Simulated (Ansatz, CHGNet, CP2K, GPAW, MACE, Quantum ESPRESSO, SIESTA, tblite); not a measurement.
# Which run comes nearest? W(100)/Au(100) interface (51 atoms)

The cell holds 51 atoms: 24 W and 27 Au. Its edges and angles: a = 8.952 Å, b = 8.952 Å, c = 22.049 Å, α = 90.0°, β = 90.0°, γ = 90.0°. Bcc W(100), 3 repeat layers, 8 surface cells, strained +0.00 and +0.00 %; fcc Au(100), 3 layers, 9 cells, +3.48 and +3.48 %; outer planes 2.92 Å apart, 12 Å of vacuum above; not relaxed, displaced by a Gaussian of 0.02 Å. Then every atom was moved at random, 0.05 Å r.m.s. a Cartesian component. Regions: W, 24 atoms (24 W); Au, 27 atoms (27 Au). Vacuum lies along c.

Geometry: as built.

The reference, a calculation:

```
method                 : Kohn-Sham DFT, PBE, SSSP efficiency 1.3.0 pseudopotentials, plane waves (Quantum ESPRESSO 7.5); sssp-pbe-1.3.0-efficiency, cutoffs 45/360 Ry, Γ point
r.m.s. force component : 0.64 eV/Å
longest force          : 2.056 eV/Å
time                   : 9.9 min on 4 MPI ranks of Arm Neoverse V1, shared host
CPU time               : 40 min
```

Q: Estimate the differences from the reference, the CPU time and the memory of each run.
- CP2K PBE, TZV2P-UZH, 350/50 Ry, diagonalisation (CP2K 2026.2; 4 MPI ranks)
- SIESTA PBE, DZ, shift 0.01 Ry, mesh 300 Ry (SIESTA 5.4.2; 1 thread)
- tblite IPEA1-xTB (tblite 0.8.0; 1 thread)
- SIESTA PBE, DZP, shift 0.01 Ry, mesh 300 Ry (SIESTA 5.4.2; 2 MPI ranks)
- SIESTA PBE, SZ, shift 0.01 Ry, mesh 300 Ry (SIESTA 5.4.2; 1 thread)
- CP2K PBE, DZVP-MOLOPT-SR, 350/70 Ry, diagonalisation (CP2K 2026.2; 2 threads)
- CP2K BLYP, DZVP-MOLOPT-SR, 350/50 Ry, diagonalisation (CP2K 2026.2; 2 threads)
- CP2K PBE, DZVP-MOLOPT-SR, 350/50 Ry, diagonalisation (CP2K 2026.2; 2 threads)
- CHGNet 0.3.0 potential (CHGNet 0.3.0; 1 thread)
- tblite GFN1-xTB (tblite 0.8.0; 1 thread)

Differences are against the plane-wave reference, forces as r.m.s. over components; share is that over the reference's r.m.s. force, slope the least-squares factor from reference forces to these. Total energies of different programs have different zeros and aren't compared.

```tsv
run	Δ force, r.m.s. (meV/Å)	share (%)	slope	cores	CPU time	memory (GiB)
reference	-	-	-	4	40 min	6.2
CP2K PBE, TZV2P-UZH, 350/50 Ry, diagonalisation	121	18.9	1.079	4	33 min	6.8
SIESTA PBE, DZ, shift 0.01 Ry, mesh 300 Ry (coarse)	273	42.7	1.119	1	3.1 min	0.72
tblite IPEA1-xTB	526	82.2	0.814	1	3.3 s	0.13
SIESTA PBE, DZP, shift 0.01 Ry, mesh 300 Ry	106	16.6	1.030	2	5.3 min	1.2
SIESTA PBE, SZ, shift 0.01 Ry, mesh 300 Ry (coarse)	453	70.8	1.330	1	1.7 min	0.61
CP2K PBE, DZVP-MOLOPT-SR, 350/70 Ry, diagonalisation	161	25.2	1.101	2	22 min	2.4
CP2K BLYP, DZVP-MOLOPT-SR, 350/50 Ry, diagonalisation	332	51.8	1.070	2	18 min	2.4
CP2K PBE, DZVP-MOLOPT-SR, 350/50 Ry, diagonalisation	161	25.1	1.101	2	19 min	2.4
CHGNet 0.3.0 potential	429	67.0	0.520	1	4.4 s	0.67
tblite GFN1-xTB	727	114	0.875	1	4.3 s	0.13
```

Rows marked coarse were listed beforehand as settings not expected to be converged; some can still land near the reference.

Times of the machine-learned potentials are mostly Python's start and the loading of weights.

CPU time is summed over cores on a shared host, where runs went side by side, so it is rough. Symmetry, cutoffs, thresholds, outputs and thread counts weren't matched or tuned between programs; memory under MPI is the largest rank's times the ranks.

The PBE runs in local orbitals, coarse settings apart, differ by 17 % (SIESTA PBE, DZP, shift 0.01 Ry, mesh 300 Ry) to 25 % (CP2K PBE, DZVP-MOLOPT-SR, 350/70 Ry, diagonalisation); basis, grid and potentials can all enter. Tight binding differs by 82 % (tblite IPEA1-xTB) to 114 % (tblite GFN1-xTB); it is another model, with fitted parameters of its own, and the xTB methods hold dispersion. Machine-learned potentials differ by 67 % (CHGNet 0.3.0 potential); they were trained on other programs' data. Among those trained on PBE data the slope goes as low as 0.52, with a correlation of 0.74, so directions differ as well as sizes. Rows with another functional or a dispersion term differ by 52 % (CP2K BLYP, DZVP-MOLOPT-SR, 350/50 Ry, diagonalisation), which mixes the change of model with differences of basis and potentials. Periodic xTB results under one method name differ between programs and library versions. The electron count is odd in these runs, and they have no spin polarisation, so the unpaired electron is spread evenly over both spins. Machine-learned potentials mimic data converged in k, so the reference's own k-point error enters their differences. The electronic-structure runs sample only Γ, in a cell whose shortest periodic width is 9 Å, which is coarse for a cell with partly filled levels.

[Logs are printed without paths, hosts, clocks, repeated set-up lines and the standing remarks that a program may print on its own settings, such as how far it seeks lower states.]

[Hosts, paths, dates, database ids (printed as entryN), source tags and the programs' standing remarks are cut or masked in the printed files.]
